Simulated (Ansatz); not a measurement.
## CuPb2S2Br2, from a guessed structure to a relaxed one

This structure for CuPb2S2Br2 is made up. Its elements were placed in a known structure type with a cell scaled to their sizes. What cell does the guess relax to, and how far off was it?

Calculated with Ansatz 0.2.0; DFT, PBEsol, plane-wave PAW, files of the set soft_1, scalar-relativistic, ferromagnetic start, cell and ions relaxed at zero pressure; PAW set soft_1.

## Step 1: Starting point

Symmetry: I4/mmm, No. 139, tetragonal system. The conventional cell has a = 4.867 Å, b = 4.867 Å, c = 16.450 Å, α = 90.00°, β = 90.00°, γ = 90.00°. Nearest to Pb lie 4 Br at 3.10 Å and 4 S at 3.28 Å. Br has 4 Pb at 3.10 Å nearest. Cu has 4 S at 2.43 Å nearest. Nearest to S lie 2 Cu at 2.43 Å and 4 Pb at 3.28 Å. Farther neighbours and most contacts between anions are not listed.

## Step 2: Relaxation of the guess

The guess takes its coordinates from another compound and its volume from a rule, so the cell and any free coordinates are relaxed together.

File input.yaml:

```yaml
crystal:
  lattice:
    - [-2.4335, 2.4335, 8.225]
    - [2.4335, -2.4335, 8.225]
    - [2.4335, 2.4335, -8.225]
  atoms:
    - { symbol: Pb, position: [0.6337, 0.6337, 0.0] }
    - { symbol: Pb, position: [0.3663, 0.3663, 0.0] }
    - { symbol: Br, position: [0.25, 0.75, 0.5] }
    - { symbol: Br, position: [0.75, 0.25, 0.5] }
    - { symbol: Cu, position: [0.0, 0.0, 0.0], spin: 0.6 }
    - { symbol: S, position: [0.0, 0.5, 0.5] }
    - { symbol: S, position: [0.5, 0.0, 0.5] }
magnetization:
  spin_polarized: true
kpoints:
  mp_grid: { grid: [8, 8, 8] }
scf:
  occupations: { method: fermi_dirac, width: 0.05 }
hamiltonian:
  xc: pbesol
  pseudopotentials: { kind: paw, azcp: { folder: soft_1 }, xc_functional: pbe }
relax:
  f_tol: 0.015
  max_steps: 70
  cell: {}
output:
  forces: true
  stress: true
```

The run is started by

```
> ansatz run input.yaml --threads 4 --pin off --max-ram 10240MiB --backend cpu --events-out ev --progress --plain --runs-dir out
```

Numbers of over 12 decimals in the logs are rounded to 6 here.

The log of the run:

```text
basis.fft_grid_basis auto: the FFT boxes are laid along the combinations [[1, 0, 1], [0, 1, 1], [0, 0, 1]] of the cell's own vectors, 4.867, 4.867 and 8.916 Å long. The dense box has 36×36×60 points. Along the cell's own vectors, as sized, it would have 60×60×60, 2.78 times as many. Of the 16 symmetry operations that the crystal satisfies within crystal.symmetry.tolerance (time reversal apart; of a slab, those that k [...]
Engine: ansatz 0.2.0, aarch64-unknown-linux-gnu
Pseudopotentials: kind: paw
Pseudopotential: Pb, paw, valence charge 14, recommended cutoff 420 eV (normal), soft_1/Pb.paw.azcp
Pseudopotential: Br, paw, valence charge 7, recommended cutoff 420 eV (normal), soft_1/Br.paw.azcp
Pseudopotential: Cu, paw, valence charge 19, recommended cutoff 420 eV (normal), soft_1/Cu.paw.azcp
Pseudopotential: S, paw, valence charge 6, recommended cutoff 420 eV (normal), soft_1/S.paw.azcp
Functional definition: PBEsol
  exchange = pbesol_x
  correlation = pbesol_c
Crystal: 7 atoms, lattice volume = 194.831 Å³
Basis set: ecut = 420 eV, 3783 PW (Γ), FFT grids on a1+a3, a2+a3, a3, exchange–correlation on 72×72×120 points (8 copies of the dense FFT grid, shifted against one another)
Bands: 45, of which v1, the nominal top of the filled ones, is band 37 counted from 1 (36 counted from 0)
Symmetry: 16 space group operations
Space group: I4/mmm (ITA 139), of the structure as read, at distance tolerance 5.8e-5 Å
Magnetic group: BNS 139.531 (UNI 1191), of the structure as read, at distance tolerance 5.8e-5 Å
k-points: 59 of 512
Non-local potential: Pb, projectors of the file, l = 0: 2, l = 1: 2, l = 2: 2, l = 3: 1
Non-local potential: Br, projectors of the file, l = 0: 2, l = 1: 2, l = 2: 2
Non-local potential: Cu, projectors of the file, l = 0: 3, l = 1: 2, l = 2: 3, l = 3: 1
Non-local potential: S, projectors of the file, l = 0: 2, l = 1: 2, l = 2: 1
PAW form: soft (Blöchl's): semilocal exchange-correlation on the pseudo side does not see the compensation charge
PAW frozen core: Pb, regenerated for the run's functional, and the local potential with it (the file was generated under x = pbe(κ = 0.804, μ = 0.219515), c = pbe(β = 0.066725))
PAW frozen core: Br, regenerated for the run's functional, and the local potential with it (the file was generated under x = pbe(κ = 0.804, μ = 0.219515), c = pbe(β = 0.066725))
PAW frozen core: Cu, regenerated for the run's functional, and the local potential with it (the file was generated under x = pbe(κ = 0.804, μ = 0.219515), c = pbe(β = 0.066725))
PAW frozen core: S, regenerated for the run's functional, and the local potential with it (the file was generated under x = pbe(κ = 0.804, μ = 0.219515), c = pbe(β = 0.066725))
PAW one-centre angular grid: Pb, 590 points (default); XC on 64 Gauss nodes
PAW one-centre angular grid: Br, 110 points (default); XC on 64 Gauss nodes
PAW one-centre angular grid: Cu, 590 points (default); XC on 64 Gauss nodes
PAW one-centre angular grid: S, 110 points (default); XC on 64 Gauss nodes
Initial density: superposition of atomic densities (chi_scale 0.1, normalization cell, long waves kept (reshape's long-wave potential 0.74 eV rms))
Starting moments: Σ|m| = 0.6 μB on 1 of 7 sites
Initial wavefunctions: pseudopotential atomic-orbital guess
Functional: x = pbesol(κ = 0.804, μ = 0.123457), c = pbesol(β = 0.046)
SCF iter   1: F=—  HF=-37357.532356 eV  |F-HF|=—  |Δ(HF+E_count)|=         —  Δρ=6.20e-2 (↑3.01e-2 ↓6.20e-2)  dr2=5.79e1  dr2_m=8.01e-1  M=0.057 μB ∫|m|=0.058 μB  β_m=0.30  ethr=3.10e-3  ⟨swp⟩=9.7  Hψ=25826  notcnv=0  defer=20
preconditioner: auto → Kerker (q_TF=auto, 2.317 Å⁻¹)  [metal: Δε(μ)=0.006 eV  Ē_g=12.105 eV  σ=0.050 eV  W_gap=0.03  n_scr=42 (ndim 8)  ℏωp=21.4 eV  f_vac=0.043  D(μ)=4.25/eV (n_scr^D=32)]
spin=Collinear: Kerker preconditioning applied to the charge; magnetization (m = ρ↑ − ρ↓) channel mixes plain (no charge-response kernel on spin).
SCF iter   2: F=—  HF=-37352.854460 eV  |F-HF|=—  |Δ(HF+E_count)|=    4.68e0  Δρ=3.14e-2 (↑1.96e-2 ↓3.14e-2)  dr2=2.96e1  dr2_m=4.02e-1  M=0.010 μB ∫|m|=0.043 μB  β_m=0.30  ethr=3.10e-3  ⟨swp⟩=3.0  Hψ=12023  notcnv=0  defer=195
SCF iter   3: F=—  HF=-37349.404483 eV  |F-HF|=—  |Δ(HF+E_count)|=    3.45e0  Δρ=3.01e-2 (↑3.01e-2 ↓1.49e-2)  dr2=3.80e0  dr2_m=1.79e-1  M=0.012 μB ∫|m|=0.066 μB  β_m=0.30  ethr=3.10e-3  ⟨swp⟩=3.2  Hψ=9905  notcnv=0  defer=208
SCF iter   4: F=—  HF=-37349.755940 eV  |F-HF|=—  |Δ(HF+E_count)|=   3.51e-1  Δρ=2.99e-2 (↑1.51e-2 ↓2.99e-2)  dr2=9.22e0  dr2_m=1.12e-1  M=0.015 μB ∫|m|=0.030 μB  β_m=0.30  ethr=3.10e-3  ⟨swp⟩=2.1  Hψ=11356  notcnv=0  defer=228
SCF iter   5: F=—  HF=-37349.889594 eV  |F-HF|=—  |Δ(HF+E_count)|=   1.34e-1  Δρ=4.89e-2 (↑4.89e-2 ↓4.66e-2)  dr2=1.25e1  dr2_m=5.53e-3  M=0.138 μB ∫|m|=0.162 μB  β_m=1.00  ethr=3.10e-3  ⟨swp⟩=4.1  Hψ=13056  notcnv=0  defer=175
SCF iter   6: F=—  HF=-37348.578370 eV  |F-HF|=—  |Δ(HF+E_count)|=    1.31e0  Δρ=1.12e-2 (↑6.33e-3 ↓1.12e-2)  dr2=5.36e-1  dr2_m=3.29e-2  M=0.008 μB ∫|m|=0.038 μB  β_m=0.30  ethr=3.10e-3  ⟨swp⟩=2.6  Hψ=11565  notcnv=0  defer=148
SCF iter   7: F=—  HF=-37348.512188 eV  |F-HF|=—  |Δ(HF+E_count)|=   6.62e-2  Δρ=6.65e-3 (↑3.37e-3 ↓6.65e-3)  dr2=2.77e-1  dr2_m=1.76e-2  M=0.011 μB ∫|m|=0.031 μB  β_m=0.30  ethr=7.34e-4  ⟨swp⟩=3.0  Hψ=12175  notcnv=0  defer=161
Mixer restart at iter 7: flushing history
spin-set hold released at iteration 7 (site moments contracting): the magnetisation degrees of freedom join the quasi-Newton model from the next iteration; the mixer history was flushed
SCF iter   8: F=—  HF=-37348.502232 eV  |F-HF|=—  |Δ(HF+E_count)|=   9.96e-3  Δρ=6.82e-3 (↑2.71e-3 ↓6.82e-3)  dr2=2.28e-1  dr2_m=1.06e-2  M=0.006 μB ∫|m|=0.023 μB  β_m=0.65  ethr=3.80e-4  ⟨swp⟩=1.5  Hψ=5212  notcnv=0  defer=161
SCF iter   9: F=—  HF=-37348.574304 eV  |F-HF|=—  |Δ(HF+E_count)|=   7.21e-2  Δρ=1.07e-2 (↑1.07e-2 ↓9.97e-3)  dr2=5.13e-1  dr2_m=2.73e-4  M=0.005 μB ∫|m|=0.008 μB  β_m=0.46  ethr=3.13e-4  ⟨swp⟩=2.8  Hψ=10492  notcnv=0  defer=161
SCF iter  10: F=—  HF=-37348.479157 eV  |F-HF|=—  |Δ(HF+E_count)|=   9.51e-2  Δρ=8.84e-4 (↑8.33e-4 ↓8.84e-4)  dr2=2.88e-2  dr2_m=2.77e-5  M=0.000 μB ∫|m|=0.003 μB  β_m=0.73  ethr=3.13e-4  ⟨swp⟩=2.1  Hψ=11309  notcnv=0  defer=156
SCF iter  11: F=—  HF=-37348.478013 eV  |F-HF|=—  |Δ(HF+E_count)|=   1.14e-3  Δρ=8.65e-4 (↑8.65e-4 ↓7.01e-4)  dr2=1.45e-2  dr2_m=1.77e-5  M=0.001 μB ∫|m|=0.002 μB  β_m=0.86  ethr=3.95e-5  ⟨swp⟩=2.0  Hψ=7180  notcnv=0  defer=156
[...]
SCF 3 converged in 9 iterations: F = -37348.945268 eV  dr2 = 2.50e-7
relax step   3: F+E_penalty+E_count = -37348.94526789 eV  Δ(F+E_penalty+E_count) = -1.694e-2 eV  max|allowed force component| = 1.384e-3 eV/Å  Δτ_max = 0.0017 Å  P = +0.509 GPa  Ω = 173.161 Å³  energy of the carried Pulay correction = +3.722e-3 eV  (9 SCF iters, dr2 threshold 7.00e-7 eV, accepted)
[...]
relax step   4: F+E_penalty+E_count = -37348.94750989 eV  Δ(F+E_penalty+E_count) = -2.242e-3 eV  max|allowed force component| = 3.054e-3 eV/Å  Δτ_max = 0.0005 Å  P = -0.019 GPa  Ω = 174.855 Å³  energy of the carried Pulay correction = +3.415e-3 eV  (7 SCF iters, dr2 threshold 6.66e-7 eV, accepted)
Basis set: ecut = 420 eV, 3353 PW (Γ), FFT grids on a1+a3, a2+a3, a3, exchange–correlation on 64×64×120 points (8 copies of the dense FFT grid, shifted against one another)
Initial wavefunctions: pseudopotential atomic-orbital guess (no wavefunctions were taken with the density)
iter 1 solved again at ethr=6.40e-7 eV; its pass at ethr=3.10e-3 eV (dr2=4.67e-4 eV) is discarded
SCF iter   1: F=—  HF=-37348.944322 eV  |F-HF|=—  |Δ(HF+E_count)|=         —  Δρ=6.84e-5 (↑6.84e-5 ↓6.81e-5)  dr2=7.06e-6  dr2_m=3.76e-10  M=-0.000 μB ∫|m|=0.000 μB  β_m=0.30  ethr=6.40e-7  ⟨swp⟩=3.6  Hψ=40296  notcnv=0
preconditioner: auto → Kerker (q_TF=auto, 2.359 Å⁻¹)  [metal: Δε(μ)=0.062 eV  Ē_g=12.122 eV  σ=0.050 eV  W_gap=0.28  n_scr=32 (ndim 8)  ℏωp=22.6 eV  f_vac=0.054  D(μ)=2.05/eV (n_scr^D=10)]
spin=Collinear: Kerker preconditioning applied to the charge; magnetization (m = ρ↑ − ρ↓) channel mixes plain (no charge-response kernel on spin).
SCF iter   2: F=—  HF=-37348.944332 eV  |F-HF|=—  |Δ(HF+E_count)|=   1.06e-5  Δρ=1.18e-4 (↑1.18e-4 ↓1.18e-4)  dr2=5.31e-5  dr2_m=1.80e-10  M=-0.000 μB ∫|m|=0.000 μB  β_m=0.54  ethr=9.67e-9  ⟨swp⟩=2.2  Hψ=9602  notcnv=0
SCF iter   3: F=—  HF=-37348.944336 eV  |F-HF|=—  |Δ(HF+E_count)|=   3.44e-6  Δρ=2.44e-5 (↑2.44e-5 ↓2.43e-5)  dr2=1.32e-6  dr2_m=3.48e-11  M=-0.000 μB ∫|m|=0.000 μB  β_m=0.74  ethr=9.67e-9  ⟨swp⟩=2.0  Hψ=9514  notcnv=0
SCF iter   4: F=—  HF=-37348.944332 eV  |F-HF|=—  |Δ(HF+E_count)|=   3.34e-6  Δρ=8.21e-6 (↑8.21e-6 ↓8.19e-6)  dr2=2.29e-7  dr2_m=6.29e-13  M=-0.000 μB ∫|m|=0.000 μB  β_m=0.77  ethr=1.80e-9  ⟨swp⟩=2.0  Hψ=9558  notcnv=0
SCF iter   5: F=—  HF=-37348.944333 eV  |F-HF|=—  |Δ(HF+E_count)|=   6.12e-7  Δρ=3.31e-6 (↑3.31e-6 ↓3.31e-6)  dr2=9.08e-8  dr2_m=3.76e-14  M=-0.000 μB ∫|m|=0.000 μB  β_m=0.88  ethr=3.14e-10  ⟨swp⟩=2.0  Hψ=9415  notcnv=0
SCF iter   6: F=—  HF=-37348.944333 eV  |F-HF|=—  |Δ(HF+E_count)|=   6.83e-8  Δρ=1.52e-6 (↑1.52e-6 ↓1.52e-6)  dr2=2.56e-8  dr2_m=4.86e-15  M=-0.000 μB ∫|m|=0.000 μB  β_m=0.94  ethr=1.24e-10  ⟨swp⟩=2.0  Hψ=6926  notcnv=0
SCF iter   7: F=—  HF=-37348.944333 eV  |F-HF|=—  |Δ(HF+E_count)|=   1.71e-8  Δρ=7.45e-7 (↑7.45e-7 ↓7.43e-7)  dr2=1.43e-8  dr2_m=3.41e-15  M=-0.000 μB ∫|m|=0.000 μB  β_m=0.97  ethr=3.50e-11  ⟨swp⟩=2.0  Hψ=6948  notcnv=0
SCF iter   8: F=—  HF=-37348.944333 eV  |F-HF|=—  |Δ(HF+E_count)|=   4.77e-9  Δρ=2.24e-7 (↑2.24e-7 ↓2.23e-7)  dr2=5.70e-10  dr2_m=2.08e-15  M=0.000 μB ∫|m|=0.000 μB  β_m=0.96  ethr=1.96e-11  ⟨swp⟩=2.0  Hψ=6906  notcnv=0
SCF iter   9: F=-37348.944333 eV  HF=-37348.944333 eV  |F-HF|=7.28e-12  |Δ(HF+E_count)|=  4.37e-11  Δρ=4.51e-8 (↑4.51e-8 ↓4.48e-8)  dr2=2.59e-11  dr2_m=2.44e-16  M=0.000 μB ∫|m|=0.000 μB  ethr=1.00e-12  ⟨swp⟩=3.0  Hψ=20708  notcnv=0
the starting moments were not kept: the SCF closed with an absolute magnetisation of 2.1e-8 μB, where they sum to 0.6 μB in size (1 site). That is at most 0.1 of that sum. Measured as dr2_m measures the in/out step, that magnetisation stands 5.9e-17 eV from none, at or under the dr2_threshold of 7.0e-11 eV: it is no larger than a step whose dr2_m would equal this threshold.
SCF 5 converged in 9 iterations: F = -37348.944333 eV  dr2 = 2.59e-11
relax step   5: F+E_penalty+E_count = -37348.94433315 eV  Δ(F+E_penalty+E_count) = +3.177e-3 eV  max|allowed force component| = 3.023e-3 eV/Å  Δτ_max = 0.0000 Å  P = -0.023 GPa  Ω = 174.855 Å³  stress off target by 3.11e-2 GPa  SCF on the basis re-selected at this cell (its energy is not comparable with the rows above)  (9 SCF iters)
basis re-selected at this cell: Δ(F+E_penalty+E_count) = +3.177e-3 eV, ΔP = -0.004 GPa vs the last step (what re-selecting the basis moved, of the pressure what is left beyond the Pulay correction that the steps carried, after the strain that the cell walked since its last selection, with what the two solves' SCF thresholds leave and, on support functions, any second-order correction that the steps lacked; it is no measure of the basis error at this ecutwfc). The dense FFT grid was sized anew with the basis: this SCF ran on 32×32×60 points, the steps before it on 36×36×60, so part of this shift can come from that change (see relax.cell in the input reference). [rest of the remark cut]
SCF converged after 9 iterations
Magnetization: 0.0000 μB (36.5000 up, 36.5000 down)
Absolute magnetization: 0.0000 μB (∫|ρ↑−ρ↓|, with the PAW one-centre terms)
Spin contamination: 0.0000 ħ² per cell (⟨S²⟩ above its minimum at these occupations)
Per-site moments (μB) at R_I (Å): [(-3.324351541866599e-10, 1.253447), (-3.324350846994927e-10, 1.253447), (7.721137976973056e-12, 1.274425), (7.72102804394195e-12, 1.274425), (1.3652536635264515e-9, 0.981487), (4.7087903653212986e-9, 0.981487), (4.708790880024578e-9, 0.981487)]
Free energy (F): -37348.944333 eV
Harris-Foulkes:  -37348.944333 eV  (|F-HF|=7.28e-12)
Internal energy: -37348.926064 eV  (E = F + TS)
E sigma→0 (E₀):  -37348.935198 eV
Entropy (-TS):   -0.018269 eV (-2.610 meV/atom)
Fermi energy:    6.720200 eV
--- Per-component energies (eV) ---
  E_band       = -670.283052
  E_kinetic    = 1316.723389
  E_local      = -9856.062817  (includes V_loc(G=0)·N_el)
  E_nonlocal   = 1684.561304
  E_hartree    = 4118.470400
  E_xc         = -1043.071487
  E_vxc        = -748.124141  (∫ρ·V_xc dr)
  E_paw        = -27983.112908  (= ΣΔE_a)
  E_vpaw       = -1304.322665  (= ΣTr[D̂ρ^β])
  E_aug_tail   = 0.000942  (compensation charges beyond the density's cutoff)
  E_ewald      = -5587.073870
  E_core_change = 0.638984  (= ΣΔE_core)
  E_smearing   = -0.018269  (= −TS)
  E_closure    = 0.000000  (closes the sum)
  Σ components = -37348.944333   (vs F -37348.944333, Δ=0.00e0)
--- Forces (eV/Å), atoms counted from 1 ---
  atom   1  Pb     0.00000000     0.00000000     0.00302293
  atom   2  Pb     0.00000000    -0.00000000    -0.00302293
  atom   3  Br     0.00000000    -0.00000000     0.00000000
  atom   4  Br     0.00000000    -0.00000000     0.00000000
  atom   5  Cu     0.00000000    -0.00000000     0.00000000
  atom   6  S     -0.00000000     0.00000000     0.00000000
  atom   7  S      0.00000000     0.00000000     0.00000000
  max |Σ_I F_I| component: 7.81e-18 eV/Å
--- Stress (GPa, compression-positive) ---
       -0.019458      -0.000000       0.000000
       -0.000000      -0.019458       0.000000
        0.000000      -0.000000      -0.031080
  P = ⅓ Tr σ = -0.0233 GPa (-0.233 kbar)
--- Relaxed structure (4 steps of the walk, 4 accepted, 1 SCFs on fresh bases) ---
  F+E_penalty+E_count = -37348.94433315 eV   max|allowed force component| = 3.023e-3 eV/Å   (the final SCF, on the basis selected at the relaxed cell)
  cell:  # Å, volume = 174.8554 Å³
    - [-2.379362, 2.379362, 7.721434]
    - [2.379362, -2.379362, 7.721434]
    - [2.379362, 2.379362, -7.721434]
  atoms:
    - { symbol: Pb, position: [0.622386, 0.622386, 0] }
    - { symbol: Pb, position: [0.377614, 0.377614, 0] }
    - { symbol: Br, position: [0.250000, 0.750000, 0.500000] }
    - { symbol: Br, position: [0.750000, 0.250000, 0.500000] }
    - { symbol: Cu, position: [0, 0, 0] }
    - { symbol: S, position: [0, 0.5, 0.5] }
    - { symbol: S, position: [0.5, 0, 0.5] }
```

Elapsed: 84 s, on 4 threads of Arm Neoverse V1, shared host; peak memory 1 GiB.

The steps of the relaxation:

| step | energy less that of the first step (eV) | largest force component (eV/Å) | pressure (GPa) | volume (Å³) |
| --- | --- | --- | --- | --- |
| 1 | 0.0000 | 0.9410 | -3.93 | 194.83 |
| 2 | -0.4523 | 0.0163 | -1.26 | 179.28 |
| 3 | -0.4692 | 0.0014 | 0.51 | 173.16 |
| 4 | -0.4715 | 0.0031 | -0.02 | 174.86 |
| 5* | -0.4683 | 0.0030 | -0.02 | 174.86 |

Relaxation steps marked * repeat the geometry before them on a plane-wave basis chosen anew for their cell, so energy and pressure can jump there.

Forces are held to the 16 operations that the run works with; a distortion that breaks them can't arise in this run.

| conventional cell, symmetrised | before | after | change |
| --- | --- | --- | --- |
| a (Å) | 4.867 | 4.759 | -2.2 % |
| b (Å) | 4.867 | 4.759 | -2.2 % |
| c (Å) | 16.450 | 15.443 | -6.1 % |
| volume (Å³/atom) | 27.83 | 24.98 | -10.3 % |

The atoms that moved most (Å, as changes of fractional coordinates times the final cell):

| atom | dx | dy | dz | length |
| --- | --- | --- | --- | --- |
| Pb2 | 0.000 | 0.000 | 0.175 | 0.175 |
| Pb1 | 0.000 | 0.000 | -0.175 | 0.175 |

Final coordinates:

```xyz
7
Lattice="-2.3794 2.3794 7.7214 2.3794 -2.3794 7.7214 2.3794 2.3794 -7.7214" Properties=species:S:1:pos:R:3 pbc="T T T"
Pb    0.0000    0.0000    9.6114
Pb    0.0000    0.0000    5.8314
Br    2.3794    0.0000    3.8607
Br    0.0000    2.3794    3.8607
Cu    0.0000    0.0000    0.0000
S     2.3794    0.0000    0.0000
S     0.0000    2.3794    0.0000
```

This step gave:

- free energy: -37348.9443 eV
- energy at zero smearing: -37348.9352 eV
- smearing term TS: 0.01827 eV
- Fermi energy: 6.720 eV
- electrons: 73
- symmetry operations: 16
- pressure: -0.02333 GPa

Shortest distances by pair of elements, guess and relaxed (not always the same contact):

| pair | guess (Å) | relaxed (Å) |
| --- | --- | --- |
| Cu–S | 2.433 | 2.379 |
| Pb–S | 3.280 | 3.039 |
| Br–Pb | 3.095 | 3.090 |
| Br–Br | 3.441 | 3.365 |
| S–S | 3.441 | 3.365 |

The relaxation ends with a largest force component of 0.0030 eV/Å and a pressure of -0.02 GPa. The starting moments have collapsed: the run ends non-magnetic.

## Step 3: Summary of results

```
space group, relaxed : I4/mmm
conventional cell    : a = 4.759, b = 4.759, c = 15.443 Å; α = 90.0°, β = 90.0°, γ = 90.0°
volume per atom      : 24.98 Å³ (guess 27.83)
total moment         : 0.00 μB in the cell of 7 atoms
```

**Reading.** CuPb2S2Br2 relaxes to I4/mmm with a = 4.759, b = 4.759 and c = 15.443 Å. The guessed volume was 11 % too large. The space group I4/mmm was held in the relaxation, so the end point is a stationary structure within it and may be a saddle against distortions or other arrangements. The moments died out from this one start and weren't seeded again at the relaxed cell. Mesh and cutoff weren't tested. Spin-orbit coupling is left out, which can matter for elements this heavy. No dispersion term is used, so weakly bound directions may come out too long. Nothing here tests whether the compound is stable against decomposition.

[Logs are printed without paths, hosts, clocks, repeated set-up lines and the standing remarks that a program may print on its own settings, such as how far it seeks lower states.]

[Hosts, paths, dates, database ids (printed as entryN), source tags and the programs' standing remarks are cut or masked in the printed files.]
